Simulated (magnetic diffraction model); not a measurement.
# Na3Cr2Cl9 below its ordering temperature

Space group P6_3/mmc (no. 194), a = 6.6950 Å, c = 16.2320 Å.

```
site  atom       x       y       z
  4f    Cr     2/3     1/3  0.1613
  6h    Cl  0.0156  0.5078     3/4
 12k    Cl  0.1769  0.3538  0.9068
  2b    Na       0       0     3/4
  4f    Na     2/3     1/3  0.9191
```

The compound is invented for this exercise: a known structure type with other elements, its cell scaled to their sizes and not relaxed.

Only Cr is taken to order (form factors of Cr3+); orders and moment sizes are assumed, and not adapted to the symmetry. Radiation: neutrons of λ = 2.36 Å, 3° to 70°; isotropic B of 0.63 Å² (Cr), 0.74 Å² (Cl) and 0.81 Å² (Na). Simulated constant-wavelength pattern: nuclear and magnetic terms add, the magnetic one as |2.695 fm × Σ f S⊥ exp(2πi Q·r) exp(−B s²)|², summed over all Q at one angle with the factor 1/(sin²θ cos θ). For collinear order S is the moment m, which repeats by lattice and centring translations R with the sign exp(−2πi k·R). Free-ion form factors, Sears's scattering lengths of 1992, no absorption; a label names one of the reflections at its angle. The strongest nuclear line in the range is 100, and lines under 0.2 are left out.

Above the ordering temperature:

```csv
2θ (°),index,I
16.72,(0 0 2),4.8
23.48,(1 0 0),5.2
24.96,(1 0 1),32.6
28.97,(1 0 2),6.8
33.81,(0 0 4),3.3
34.71,(1 0 3),10.1
41.28,(1 1 0),2.7
41.58,(1 0 4),2.0
48.04,(2 0 0),0.3
48.85,(2 0 1),26.0
49.24,(1 0 5),0.5
51.22,(2 0 2),73.8
51.72,(0 0 6),47.4
55.00,(2 0 3),100.0
60.03,(2 0 4),92.8
65.16,(2 1 0),0.6
65.82,(2 1 1),1.2
66.15,(2 0 5),10.1
66.47,(1 0 7),2.8
67.80,(2 1 2),7.7
68.22,(1 1 6),12.8
```

Below it (cell unchanged):

```
2θ (°)      I
 12.41   16.4
 16.72    4.8
 17.16    2.1
 20.73    6.0
 23.48    5.2
 23.92    1.6
 24.96   32.6
 28.97    6.8
 31.53    4.6
 33.77    1.7
 33.81    3.3
 34.71   10.1
 35.81    1.7
 37.83    0.6
 41.28    2.7
 41.58    2.0
 43.27    2.1
 45.01    0.8
 48.04    0.3
 48.85   26.0
 49.24    0.5
 50.13    0.4
 51.22   73.8
 51.72   47.4
 52.85    1.2
 54.36    0.5
 55.00  100.0
 55.77    1.0
 57.23    0.4
 57.63    0.3
 58.89    0.3
 60.03   92.8
 61.34    0.4
 64.01    0.3
 65.16    0.6
 65.73    0.3
```
(The table stops after 36 lines; 8 more lie at higher angle.)

**Question.** Check that the new lines index with k = (1/2 0 1/2), then choose among these models:
A. collinear moments along [100], 2.69 μB on Cr; signs + at (2/3, 1/3, 0.1613), − at (1/3, 2/3, 0.6613), + at (2/3, 1/3, 0.3387), − at (1/3, 2/3, 0.8387)
B. collinear moments along [001], 2.69 μB on Cr; signs + at (2/3, 1/3, 0.1613), + at (1/3, 2/3, 0.6613), + at (2/3, 1/3, 0.3387), + at (1/3, 2/3, 0.8387)
C. collinear moments along [001], 2.69 μB on Cr; signs + at (2/3, 1/3, 0.1613), − at (1/3, 2/3, 0.6613), + at (2/3, 1/3, 0.3387), − at (1/3, 2/3, 0.8387)
D. collinear moments along [100], 2.69 μB on Cr; signs + at (2/3, 1/3, 0.1613), + at (1/3, 2/3, 0.6613), + at (2/3, 1/3, 0.3387), + at (1/3, 2/3, 0.8387)

The new lines index as (1/2 0 1/2) at 12.41°, (1/2 0 3/2) at 17.16°, (1/2 -1 1/2) at 20.73° and (1/2 -1 3/2) at 23.92°, that is as H ± k with k = (1/2 0 1/2), one of 3 inequivalent arms of its star (k and −k counted as one), which a powder can't tell apart. Half indices mean that the moments reverse under translations with k·R a half-integer, and the magnetic cell has twice the primitive volume.

Magnetic intensity, observed (below minus above) and for each model:

| 2θ (°) | index | observed | A | B | C | D |
| --- | --- | --- | --- | --- | --- | --- |
| 12.41 | (1/2 0 1/2) | 16.4 | 6.2 | 16.4 | 16.4 | 6.2 |
| 17.16 | (1/2 0 3/2) | 2.1 | 3.0 | 2.1 | 2.1 | 3.0 |
| 20.73 | (1/2 -1 1/2) | 6.0 | 4.7 | 6.0 | 6.0 | 4.7 |
| 31.53 | (1/2 1 1/2) | 4.6 | 2.2 | 4.6 | 4.6 | 2.2 |
| 35.81 | (3/2 0 1/2) | 1.7 | 0.5 | 1.7 | 1.7 | 0.5 |
| 40.07 | (1/2 0 9/2) | <0.2 | 0.8 | <0.2 | <0.2 | 0.8 |
| 48.73 | (1/2 0 11/2) | <0.2 | 0.8 | <0.2 | <0.2 | 0.8 |
| 52.85 | (3/2 1 1/2) | 1.2 | 0.4 | 1.2 | 1.2 | 0.4 |

Models B and C match alike on every line, so these data can't choose among them (such ties are often domains of one structure).

The structure used: k = (1/2 0 1/2), collinear moments along [001], 2.69 μB on Cr; signs + at (2/3, 1/3, 0.1613), − at (1/3, 2/3, 0.6613), + at (2/3, 1/3, 0.3387), − at (1/3, 2/3, 0.8387).

[Logs are printed without paths, hosts, clocks, repeated set-up lines and the standing remarks that a program may print on its own settings, such as how far it seeks lower states.]
